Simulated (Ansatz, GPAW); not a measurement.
# Mg/Ir(100) in an electric field

Aim: the dipole that a field along the normal induces in Mg/Ir(100).

Method: Ansatz plane waves; slab in vacuum with a dipole correction, relaxation, in the first sound run; inputs show where later runs differ, in GPAW 26.7.0 and Ansatz 0.2.0.

## (1) Set-up

The cell holds 5 atoms: 4 Ir and 1 Mg. Cell: a = 2.715 Å, b = 2.715 Å, c = 24.014 Å, α = 90.0°, β = 90.0°, γ = 90.0°. Vacuum lies along c.

## (2) Relaxation

Forces are removed first; all later runs use this geometry. The lowest 2 atoms are held at bulk positions and keep their forces.

input.yaml

```yaml
crystal:
  lattice:
    - [2.7152900398, 0.0, 0.0]
    - [0.0, 2.7152900398, 0.0]
    - [0.0, 0.0, 24.0141342019]
  atoms:
    - { symbol: Ir, position: [0.5, 0.5, 0.3331371405] }
    - { symbol: Ir, position: [0.0, 0.0, 0.4130900542] }
    - { symbol: Ir, position: [0.5, 0.5, 0.493042968] }
    - { symbol: Ir, position: [0.0, 0.0, 0.5729958817] }
    - { symbol: Mg, position: [0.5, 0.5, 0.6668628595] }
kpoints:
  mp_grid: { grid: [12, 12, 1] }
hamiltonian:
  xc: pbe
scf:
  occupations: { method: fermi_dirac, width: 0.1 }
efield:
  axis: 3
  dipole_correction: true
  ramp_width: 0.05
relax:
  f_tol: 0.02
  max_steps: 60
  constraints: [{ sites: [0, 1] }]
output:
  write_potential: true
  write_density: true
  volumetric_format: npy
```

Run with:

```bash
$ ansatz run input.yaml --threads 4 --pin off --max-ram 8192MiB --backend cpu --events-out ev --progress --plain --runs-dir out
```

Numbers of over 12 decimals in the logs are rounded to 6 here.

Output:

```text
Engine: ansatz 0.2.0, x86_64-unknown-linux-gnu
Pseudopotentials: kind: paw
Pseudopotential: Ir, paw, valence charge 17, recommended cutoff 420 eV (normal), Ir.paw.azcp
Pseudopotential: Mg, paw, valence charge 10, recommended cutoff 420 eV (normal), Mg.paw.azcp
Functional definition: PBE
  parameter kappa = 0.804
  parameter beta = 0.066725
  exchange = pbe_x(kappa = kappa, mu = beta*pi^2/3)
  correlation = pbe_c(beta = beta)
Crystal: 5 atoms, lattice volume = 177.051 Å³
Basis set: ecut = 420 eV, 3525 PW (Γ), exchange–correlation on 40×40×324 points (8 copies of the dense FFT grid, shifted against one another)
Bands: 47, of which v1, the nominal top of the filled ones, is band 39 counted from 1 (38 counted from 0)
Symmetry: 8 space group operations
Space group: P4mm (ITA 99), of the structure as read, at distance tolerance 5.6e-5 Å
k-points: 28 of 144
Non-local potential: Ir, projectors of the file, l = 0: 3, l = 1: 2, l = 2: 2, l = 3: 1
Non-local potential: Mg, projectors of the file, l = 0: 3, l = 1: 2, l = 2: 1
PAW form: soft (Blöchl's): semilocal exchange-correlation on the pseudo side does not see the compensation charge
PAW one-centre angular grid: Ir, 590 points (default); XC on 64 Gauss nodes
PAW one-centre angular grid: Mg, 110 points (default); XC on 64 Gauss nodes
Initial density: superposition of atomic densities (neutral atoms: chi_scale 0, normalization atom), corrected by the library's trained network
Initial wavefunctions: pseudopotential atomic-orbital guess
Functional: x = pbe(κ = 0.804, μ = 0.219515), c = pbe(β = 0.066725)
SCF iter   1: F=—  HF=-49663.384919 eV  |F-HF|=—  |Δ(HF+E_count)|=         —  Δρ=7.66e-3  dr2=1.00e0  ethr=1.77e-3  p=0.045 e·Å  D=4.58e-2 V/Å  ΔV_dip=-1.10 eV  dr2_dipole=1.65e-2  V_vac-E_F(+/−)=4.05/5.15 eV  ⟨swp⟩=8.9  Hψ=5921  notcnv=0
efield: sawtooth ramp at fractional position 0.9750 (placed from the atoms, in the widest stretch of the axis that holds none; the zero of the levels goes with the place), width 0.0500; the density the first Hamiltonian is built on has a dipole p = 0.045 e·Å; the dipole correction subtracts the counter field D = 4.58e-2 V/Å, which shifts the + side's vacuum level by -1.10 eV against the − side's; the planar-averaged density in the ramp window peaks in size at 2.3e-5 e/Å³
preconditioner: auto → LDOS  [metal: Δε(μ)=0.004 eV  Ē_g=6.012 eV  σ=0.100 eV  W_gap=0.01  n_scr=38 (ndim 8)  ℏωp=17.2 eV  f_vac=0.520  D(μ)=5.16/eV (n_scr^D=16)  β→1.0]
SCF iter   2: F=—  HF=-49663.360834 eV  |F-HF|=—  |Δ(HF+E_count)|=   2.41e-2  Δρ=2.87e-3  dr2=2.60e-2  ethr=1.29e-3  p=0.058 e·Å  D=5.96e-2 V/Å  ΔV_dip=-1.43 eV  dr2_dipole=3.64e-4  V_vac-E_F(+/−)=4.11/5.54 eV  ⟨swp⟩=2.1  Hψ=1667  notcnv=0  defer=6
SCF iter   3: F=—  HF=-49663.359541 eV  |F-HF|=—  |Δ(HF+E_count)|=   1.29e-3  Δρ=1.57e-3  dr2=1.62e-2  ethr=3.33e-5  p=0.055 e·Å  D=5.61e-2 V/Å  ΔV_dip=-1.35 eV  dr2_dipole=9.20e-7  V_vac-E_F(+/−)=4.12/5.47 eV  ⟨swp⟩=3.0  Hψ=2751  notcnv=0  defer=8
SCF iter   4: F=—  HF=-49663.357119 eV  |F-HF|=—  |Δ(HF+E_count)|=   2.42e-3  Δρ=5.09e-4  dr2=1.54e-3  ethr=2.08e-5  p=0.057 e·Å  D=5.79e-2 V/Å  ΔV_dip=-1.39 eV  dr2_dipole=3.32e-6  V_vac-E_F(+/−)=4.12/5.51 eV  ⟨swp⟩=2.0  Hψ=1805  notcnv=0  defer=8
SCF iter   5: F=—  HF=-49663.356968 eV  |F-HF|=—  |Δ(HF+E_count)|=   1.51e-4  Δρ=9.77e-5  dr2=7.71e-5  ethr=1.97e-6  p=0.058 e·Å  D=5.88e-2 V/Å  ΔV_dip=-1.41 eV  dr2_dipole=1.91e-7  V_vac-E_F(+/−)=4.12/5.53 eV  ⟨swp⟩=2.0  Hψ=1942  notcnv=0  defer=2
SCF iter   6: F=—  HF=-49663.356963 eV  |F-HF|=—  |Δ(HF+E_count)|=   4.99e-6  Δρ=3.81e-5  dr2=1.01e-5  ethr=1.28e-8  p=0.058 e·Å  D=5.92e-2 V/Å  ΔV_dip=-1.42 eV  dr2_dipole=3.15e-8  V_vac-E_F(+/−)=4.12/5.54 eV  ⟨swp⟩=14.0  Hψ=13431  notcnv=0
SCF iter   7: F=-49663.356963 eV  HF=-49663.356963 eV  |F-HF|=2.75e-7  |Δ(HF+E_count)|=   2.32e-7  Δρ=1.32e-5  dr2=6.86e-7  ethr=1.28e-8  p=0.058 e·Å  D=5.93e-2 V/Å  ΔV_dip=-1.42 eV  dr2_dipole=2.57e-9  V_vac-E_F(+/−)=4.12/5.55 eV  ⟨swp⟩=12.6  Hψ=11306  notcnv=0
SCF 1 converged in 7 iterations: F = -49663.356963 eV  dr2 = 6.86e-7
  greatest PAW one-centre occupation: 1.000 electrons in one spin orbital (limit 2), on the Mg atom at site 4 (counted from 0), in its partial waves of l = 0
relax step   1: F+E_penalty+E_count = -49663.35696340 eV  Δ(F+E_penalty+E_count) = +0.000e0 eV  max|allowed force component| = 8.715e-1 eV/Å  Δτ_max = 0.0000 Å  (7 SCF iters, dr2 threshold 1.00e-5 eV, accepted)
Initial density: handed on by an earlier stage of this run
Initial wavefunctions: those handed on with the density
iter 1 solved again at ethr=1.31e-3 eV; its pass at ethr=3.10e-3 eV (dr2=1.02e0 eV) is discarded
SCF iter   1: F=—  HF=-49663.538040 eV  |F-HF|=—  |Δ(HF+E_count)|=         —  Δρ=9.05e-3  dr2=1.06e0  ethr=1.31e-3  p=0.058 e·Å  D=5.93e-2 V/Å  ΔV_dip=-1.42 eV  dr2_dipole=1.97e-1  V_vac-E_F(+/−)=4.16/5.58 eV  ⟨swp⟩=1.2  Hψ=5343  notcnv=0  defer=3
efield: sawtooth ramp at fractional position 0.9750 (handed on by an earlier solve), width 0.0500; the density the first Hamiltonian is built on has a dipole p = 0.058 e·Å; the dipole correction subtracts the counter field D = 5.93e-2 V/Å, which shifts the + side's vacuum level by -1.42 eV against the − side's; the planar-averaged density in the ramp window peaks in size at 7.1e-7 e/Å³
preconditioner: auto → LDOS  [metal: Δε(μ)=0.008 eV  Ē_g=6.141 eV  σ=0.100 eV  W_gap=0.02  n_scr=38 (ndim 8)  ℏωp=17.2 eV  f_vac=0.527  D(μ)=5.50/eV (n_scr^D=30)  β→1.0]
SCF iter   2: F=—  HF=-49663.511052 eV  |F-HF|=—  |Δ(HF+E_count)|=   2.70e-2  Δρ=4.77e-3  dr2=1.31e-1  ethr=1.31e-3  p=0.064 e·Å  D=6.49e-2 V/Å  ΔV_dip=-1.56 eV  dr2_dipole=2.52e-4  V_vac-E_F(+/−)=4.00/5.56 eV  ⟨swp⟩=2.5  Hψ=1934  notcnv=0  defer=3
SCF iter   3: F=—  HF=-49663.492887 eV  |F-HF|=—  |Δ(HF+E_count)|=   1.82e-2  Δρ=2.06e-3  dr2=3.38e-2  ethr=1.68e-4  p=0.063 e·Å  D=6.39e-2 V/Å  ΔV_dip=-1.54 eV  dr2_dipole=4.32e-3  V_vac-E_F(+/−)=4.04/5.57 eV  ⟨swp⟩=3.0  Hψ=2684  notcnv=0  defer=8
SCF iter   4: F=—  HF=-49663.488047 eV  |F-HF|=—  |Δ(HF+E_count)|=   4.84e-3  Δρ=8.42e-4  dr2=6.79e-3  ethr=4.33e-5  p=0.062 e·Å  D=6.37e-2 V/Å  ΔV_dip=-1.53 eV  dr2_dipole=1.28e-3  V_vac-E_F(+/−)=4.04/5.57 eV  ⟨swp⟩=2.1  Hψ=1815  notcnv=0  defer=9
SCF iter   5: F=—  HF=-49663.487301 eV  |F-HF|=—  |Δ(HF+E_count)|=   7.46e-4  Δρ=2.10e-4  dr2=3.84e-4  ethr=8.70e-6  p=0.062 e·Å  D=6.38e-2 V/Å  ΔV_dip=-1.53 eV  dr2_dipole=6.44e-5  V_vac-E_F(+/−)=4.04/5.57 eV  ⟨swp⟩=2.0  Hψ=1829  notcnv=0  defer=9
SCF iter   6: F=-49663.487243 eV  HF=-49663.487256 eV  |F-HF|=1.31e-5  |Δ(HF+E_count)|=   4.52e-5  Δρ=6.44e-5  dr2=1.97e-5  ethr=6.09e-8  p=0.062 e·Å  D=6.38e-2 V/Å  ΔV_dip=-1.53 eV  dr2_dipole=1.79e-6  V_vac-E_F(+/−)=4.04/5.57 eV  ⟨swp⟩=12.7  Hψ=13529  notcnv=0
SCF 2 converged in 6 iterations: F = -49663.487243 eV  dr2 = 1.97e-5
relax step   2: F+E_penalty+E_count = -49663.48724250 eV  Δ(F+E_penalty+E_count) = -1.303e-1 eV  max|allowed force component| = 3.476e-1 eV/Å  Δτ_max = 0.1948 Å  (6 SCF iters, dr2 threshold 4.75e-5 eV, accepted)
iter 1 solved again at ethr=1.46e-4 eV; its pass at ethr=3.10e-3 eV (dr2=1.14e-1 eV) is discarded
SCF iter   1: F=—  HF=-49663.509911 eV  |F-HF|=—  |Δ(HF+E_count)|=         —  Δρ=4.12e-3  dr2=5.48e-2  ethr=1.46e-4  p=0.062 e·Å  D=6.38e-2 V/Å  ΔV_dip=-1.53 eV  dr2_dipole=1.69e-2  V_vac-E_F(+/−)=4.05/5.58 eV  ⟨swp⟩=2.0  Hψ=5049  notcnv=0  defer=9
efield: sawtooth ramp at fractional position 0.9750 (handed on by an earlier solve), width 0.0500; the density the first Hamiltonian is built on has a dipole p = 0.062 e·Å; the dipole correction subtracts the counter field D = 6.38e-2 V/Å, which shifts the + side's vacuum level by -1.53 eV against the − side's; the planar-averaged density in the ramp window peaks in size at 1.3e-6 e/Å³
preconditioner: auto → LDOS  [metal: Δε(μ)=0.018 eV  Ē_g=6.200 eV  σ=0.100 eV  W_gap=0.05  n_scr=38 (ndim 8)  ℏωp=17.2 eV  f_vac=0.528  D(μ)=5.34/eV (n_scr^D=28)  β→1.0]
SCF iter   2: F=—  HF=-49663.505436 eV  |F-HF|=—  |Δ(HF+E_count)|=   4.47e-3  Δρ=1.16e-3  dr2=6.38e-3  ethr=7.03e-5  p=0.062 e·Å  D=6.39e-2 V/Å  ΔV_dip=-1.53 eV  dr2_dipole=4.94e-4  V_vac-E_F(+/−)=4.02/5.56 eV  ⟨swp⟩=2.0  Hψ=1949  notcnv=0  defer=9
SCF iter   3: F=—  HF=-49663.504921 eV  |F-HF|=—  |Δ(HF+E_count)|=   5.15e-4  Δρ=6.07e-4  dr2=1.51e-3  ethr=8.18e-6  p=0.062 e·Å  D=6.35e-2 V/Å  ΔV_dip=-1.53 eV  dr2_dipole=2.09e-5  V_vac-E_F(+/−)=4.03/5.56 eV  ⟨swp⟩=3.2  Hψ=2702  notcnv=0  defer=9
SCF iter   4: F=—  HF=-49663.504542 eV  |F-HF|=—  |Δ(HF+E_count)|=   3.79e-4  Δρ=1.14e-4  dr2=4.81e-5  ethr=1.93e-6  p=0.062 e·Å  D=6.34e-2 V/Å  ΔV_dip=-1.52 eV  dr2_dipole=1.36e-5  V_vac-E_F(+/−)=4.04/5.56 eV  ⟨swp⟩=2.5  Hψ=2030  notcnv=0  defer=9
SCF iter   5: F=—  HF=-49663.504549 eV  |F-HF|=—  |Δ(HF+E_count)|=   6.76e-6  Δρ=4.35e-5  dr2=7.66e-6  ethr=9.68e-9  p=0.062 e·Å  D=6.31e-2 V/Å  ΔV_dip=-1.52 eV  dr2_dipole=9.67e-7  V_vac-E_F(+/−)=4.04/5.56 eV  ⟨swp⟩=13.9  Hψ=13145  notcnv=0
SCF iter   6: F=-49663.504550 eV  HF=-49663.504550 eV  |F-HF|=2.91e-7  |Δ(HF+E_count)|=   1.77e-6  Δρ=1.24e-5  dr2=6.07e-7  ethr=9.68e-9  p=0.062 e·Å  D=6.30e-2 V/Å  ΔV_dip=-1.51 eV  dr2_dipole=9.41e-8  V_vac-E_F(+/−)=4.04/5.56 eV  ⟨swp⟩=12.5  Hψ=11237  notcnv=0
SCF 3 converged in 6 iterations: F = -49663.504550 eV  dr2 = 6.07e-7
relax step   3: F+E_penalty+E_count = -49663.50455019 eV  Δ(F+E_penalty+E_count) = -1.731e-2 eV  max|allowed force component| = 9.827e-2 eV/Å  Δτ_max = 0.0860 Å  (6 SCF iters, dr2 threshold 7.55e-6 eV, accepted)
[...]
relax step   4: F+E_penalty+E_count = -49663.50545820 eV  Δ(F+E_penalty+E_count) = -9.080e-4 eV  max|allowed force component| = 4.725e-3 eV/Å  Δτ_max = 0.0166 Å  (5 SCF iters, dr2 threshold 7.72e-7 eV, accepted)
iter 1 solved again at ethr=8.43e-10 eV; its pass at ethr=3.10e-3 eV (dr2=6.58e-7 eV) is discarded
SCF iter   1: F=—  HF=-49663.505542 eV  |F-HF|=—  |Δ(HF+E_count)|=         —  Δρ=1.18e-5  dr2=6.58e-7  ethr=8.43e-10  p=0.062 e·Å  D=6.29e-2 V/Å  ΔV_dip=-1.51 eV  dr2_dipole=1.84e-8  V_vac-E_F(+/−)=4.05/5.56 eV  ⟨swp⟩=1.1  Hψ=3306  notcnv=0  defer=8
efield: sawtooth ramp at fractional position 0.9750 (handed on by an earlier solve), width 0.0500; the density the first Hamiltonian is built on has a dipole p = 0.062 e·Å; the dipole correction subtracts the counter field D = 6.29e-2 V/Å, which shifts the + side's vacuum level by -1.51 eV against the − side's; the planar-averaged density in the ramp window peaks in size at 1.3e-6 e/Å³
preconditioner: auto → LDOS  [metal: Δε(μ)=0.020 eV  Ē_g=6.162 eV  σ=0.100 eV  W_gap=0.05  n_scr=38 (ndim 8)  ℏωp=17.2 eV  f_vac=0.528  D(μ)=5.38/eV (n_scr^D=28)  β→1.0]
SCF iter   2: F=—  HF=-49663.505459 eV  |F-HF|=—  |Δ(HF+E_count)|=   8.33e-5  Δρ=1.19e-5  dr2=8.15e-7  ethr=8.43e-10  p=0.062 e·Å  D=6.29e-2 V/Å  ΔV_dip=-1.51 eV  dr2_dipole=2.65e-10  V_vac-E_F(+/−)=4.04/5.56 eV  ⟨swp⟩=2.0  Hψ=2297  notcnv=0  defer=8
SCF iter   3: F=-49663.505459 eV  HF=-49663.505459 eV  |F-HF|=2.00e-8  |Δ(HF+E_count)|=   1.07e-7  Δρ=2.79e-6  dr2=2.74e-8  ethr=1.28e-10  p=0.062 e·Å  D=6.29e-2 V/Å  ΔV_dip=-1.51 eV  dr2_dipole=3.25e-14  V_vac-E_F(+/−)=4.04/5.56 eV  ⟨swp⟩=9.9  Hψ=10855  notcnv=0
SCF 5 converged in 3 iterations: F = -49663.505459 eV  dr2 = 2.74e-8
relax step   5: F+E_penalty+E_count = -49663.50545863 eV  Δ(F+E_penalty+E_count) = -4.373e-7 eV  max|allowed force component| = 4.765e-3 eV/Å  Δτ_max = 0.0000 Å  (3 SCF iters, accepted)
NSCF: frozen V_eff on 28 k-points
the band table was solved once a step of the walk had ended and its energy, with any forces and stress, was formed, with the checks that follow a solve (6109 applications of the Hamiltonian). They found nothing against the state; the energy, forces and stress were not computed again (output.eigenvalues in the input reference)
WARN: The output density's exchange-correlation potential varies sharply where the density is thin. Do not read a vacuum level from v_tot or v_xc, or from such a field of the output density. On a cell that repeats whose density bears no net charge and no dipole along the vacuum's axis use v_es (v_loc + v_h of the components); under efield.dipole_correction with no amplitude use v_es + v_field, which holds any externa [...]
SCF converged after 3 iterations
Free energy (F): -49663.505459 eV
Harris-Foulkes:  -49663.505459 eV  (|F-HF|=2.00e-8)
Internal energy: -49663.331783 eV  (E = F + TS)
E sigma→0 (E₀):  -49663.418621 eV
Entropy (-TS):   -0.173676 eV (-34.735 meV/atom)
Fermi energy:    6.203697 eV
Dipole field:    D = 0.062937 V/Å  (p = 0.061581 e·Å, saw-weighted, corrected)
Work function:   Φ+ = 4.0449 eV   Φ− = 5.5562 eV
Levels:          The Fermi level and band energies are counted from a zero that moves with the ramp; work functions are not
--- Per-component energies (eV) ---
  E_band       = -1981.327832
  E_kinetic    = 2565.279412
  E_local      = -121815.631889  (includes V_loc(G=0)·N_el)
  E_nonlocal   = 387.294954
  E_hartree    = 59534.309502
  E_xc         = -1098.814384
  E_vxc        = -1234.950422  (∫ρ·V_xc dr)
  E_paw        = -37185.503517  (= ΣΔE_a)
  E_vpaw       = -954.335392  (= ΣTr[D̂ρ^β])
  E_aug_tail   = 0.000219  (compensation charges beyond the density's cutoff)
  E_efield     = 0.001938  (sawtooth field / dipole correction)
  E_vefield    = 2.394160  (∫n·V_field dr)
  E_ewald      = 47949.731982
  E_smearing   = -0.173676  (= −TS)
  E_closure    = -0.000000  (closes the sum)
  Σ components = -49663.505459   (vs F -49663.505459, Δ=0.00e0)
--- Forces (eV/Å), atoms counted from 1 ---
  atom   1  Ir     0.00000000     0.00000000     0.65558647
  atom   2  Ir    -0.00000000    -0.00000000    -0.66265852
  atom   3  Ir    -0.00000000     0.00000000    -0.00045461
  atom   4  Ir     0.00000000     0.00000000     0.00275495
  atom   5  Mg     0.00000000    -0.00000000     0.00476510
  max |Σ_I F_I| component: 6.62e-6 eV/Å
--- Band table (eV; the first three rows and the last of 28) ---
  k-point 0: bands = [... 35 lower, 4.8306, 5.4329, 5.7989, 5.9322, 5.9322, 6.0963, 6.8995, 7.2400, ... 4 higher]
  k-point 1: bands = [... 35 lower, 4.8276, 5.2057, 5.3902, 5.4750, 6.1400, 6.4055, 6.6179, 6.8505, ... 4 higher]
  k-point 2: bands = [... 35 lower, 4.8949, 5.0286, 5.1396, 5.2323, 5.8671, 6.2118, 6.3854, 6.9316, ... 4 higher]
  k-point 27: bands = [... 35 lower, 6.6707, 7.7640, 7.8103, 8.2620, 8.5221, 8.8200, 8.8200, 10.8080, ... 4 higher]
--- Relaxed structure (5 steps of the walk, 5 accepted, 0 SCFs on fresh bases) ---
  F+E_penalty+E_count = -49663.50545863 eV   max|allowed force component| = 4.765e-3 eV/Å
  atoms:
    - { symbol: Ir, position: [0.500000, 0.500000, 0.333137] }
    - { symbol: Ir, position: [0.0, 0.0, 0.4130900542] }
    - { symbol: Ir, position: [0.500000, 0.500000, 0.494588] }
    - { symbol: Ir, position: [2.0686830540879273e-18, 0, 0.574200] }
    - { symbol: Mg, position: [0.500000, 0.500000, 0.656321] }
```

Wall time 23 s (4 threads of Intel Xeon Platinum 8488C (Sapphire Rapids), shared host); peak memory 0.62 GiB.

Step by step:

| step | energy less that of the first step (eV) | largest force component (eV/Å) |
| --- | --- | --- |
| 1 | 0.0000 | 0.8715 |
| 2 | -0.1303 | 0.3476 |
| 3 | -0.1476 | 0.0983 |
| 4 | -0.1485 | 0.0047 |
| 5 | -0.1485 | 0.0048 |

The run keeps the 8 symmetry operations that it works with, so distortions that break them were not tested.

The atoms that moved most (Å):

| atom | dx | dy | dz | length |
| --- | --- | --- | --- | --- |
| Mg5 | 0.000 | 0.000 | -0.253 | 0.253 |
| Ir3 | 0.000 | 0.000 | 0.037 | 0.037 |
| Ir4 | 0.000 | 0.000 | 0.029 | 0.029 |

Final coordinates:

```cif
data_structure
_symmetry_space_group_name_H-M 'P 1'
_symmetry_Int_Tables_number 1
_cell_length_a 2.7153
_cell_length_b 2.7153
_cell_length_c 24.0141
_cell_angle_alpha 90.000
_cell_angle_beta 90.000
_cell_angle_gamma 90.000
_cell_volume 177.05
loop_
_atom_site_label
_atom_site_type_symbol
_atom_site_fract_x
_atom_site_fract_y
_atom_site_fract_z
_atom_site_occupancy
Ir1 Ir 0.50000 0.50000 0.33314 1
Ir2 Ir 0.00000 0.00000 0.41309 1
Ir3 Ir 0.50000 0.50000 0.49459 1
Ir4 Ir 0.00000 0.00000 0.57420 1
Mg5 Mg 0.50000 0.50000 0.65632 1
```

Numbers from this step:

| Quantity | Value |
| --- | --- |
| free energy | -49663.5055 eV |
| smearing term TS | 0.1737 eV |
| symmetry operations | 8 |
| upper work function | 4.045 eV |
| lower work function | 5.556 eV |
| dipole along the normal | 0.06158 e·Å |
| dipole field | 0.06294 V/Å |
| vacuum level above | 10.25 eV |
| vacuum level below | 11.76 eV |

The electrostatic potential energy of an electron (with the applied field's), less the Fermi level, planar mean oscillates, so the rows of the table below give means over windows of 1.93 Å about each position, cut where the curve ends. Its maxima inside the range that stand out by 2 % of the span (Å: eV): 1.9: 5.56, 8.9: -4.75, 11.0: -4.63, 12.9: -5.13, 14.8: -2.27. Its minima: 8.0: -20.3, 9.9: -20.9, 11.9: -21.0, 13.8: -20.6, 15.7: -14.3.

The electrostatic potential energy of an electron (with the applied field's), less the Fermi level, planar mean by z; means over each step:

| z (Å) | electrostatic potential energy of an electron (with the applied field's), less the Fermi level, planar mean (eV) |
| --- | --- |
| 0.96 | 5.44 |
| 2.90 | 5.56 |
| 4.83 | 5.52 |
| 6.76 | -0.415 |
| 8.69 | -13.1 |
| 10.62 | -13.1 |
| 12.55 | -13.5 |
| 14.48 | -10.8 |
| 16.41 | -5.48 |
| 18.34 | 3.70 |
| 20.27 | 4.04 |
| 22.20 | 4.04 |

The valence density, planar mean by z:

| z (Å) | valence density, planar mean (e/Å³) |
| --- | --- |
| 4.0 | 5.6e-5 |
| 4.5 | 2.2e-4 |
| 5.0 | 8.5e-4 |
| 5.5 | 0.00328 |
| 6.0 | 0.0130 |
| 6.5 | 0.0509 |
| 7.0 | 0.215 |
| 7.5 | 1.07 |
| 8.0 | 1.94 |
| 8.5 | 1.13 |
| 9.0 | 0.521 |
| 9.5 | 1.32 |
| 10.0 | 1.91 |
| 10.5 | 0.924 |
| 11.0 | 0.514 |
| 11.5 | 1.42 |
| 12.0 | 1.90 |
| 12.5 | 0.849 |
| 13.0 | 0.602 |
| 13.5 | 1.64 |
| 14.0 | 1.76 |
| 14.5 | 0.629 |
| 15.0 | 0.251 |
| 15.5 | 1.14 |
| 16.0 | 1.19 |
| 16.5 | 0.106 |
| 17.0 | 0.0492 |
| 17.5 | 0.0232 |
| 18.0 | 0.00934 |
| 18.5 | 0.00336 |
| 19.0 | 0.00116 |
| 19.5 | 3.9e-4 |
| 20.0 | 1.3e-4 |

The relaxation lowered the energy of the cell by 0.148 eV.

(Continued in part 2 of 2.)

[Logs are printed without paths, hosts, clocks, repeated set-up lines and the standing remarks that a program may print on its own settings, such as how far it seeks lower states.]

[Hosts, paths, dates, database ids (printed as entryN), source tags and the programs' standing remarks are cut or masked in the printed files.]
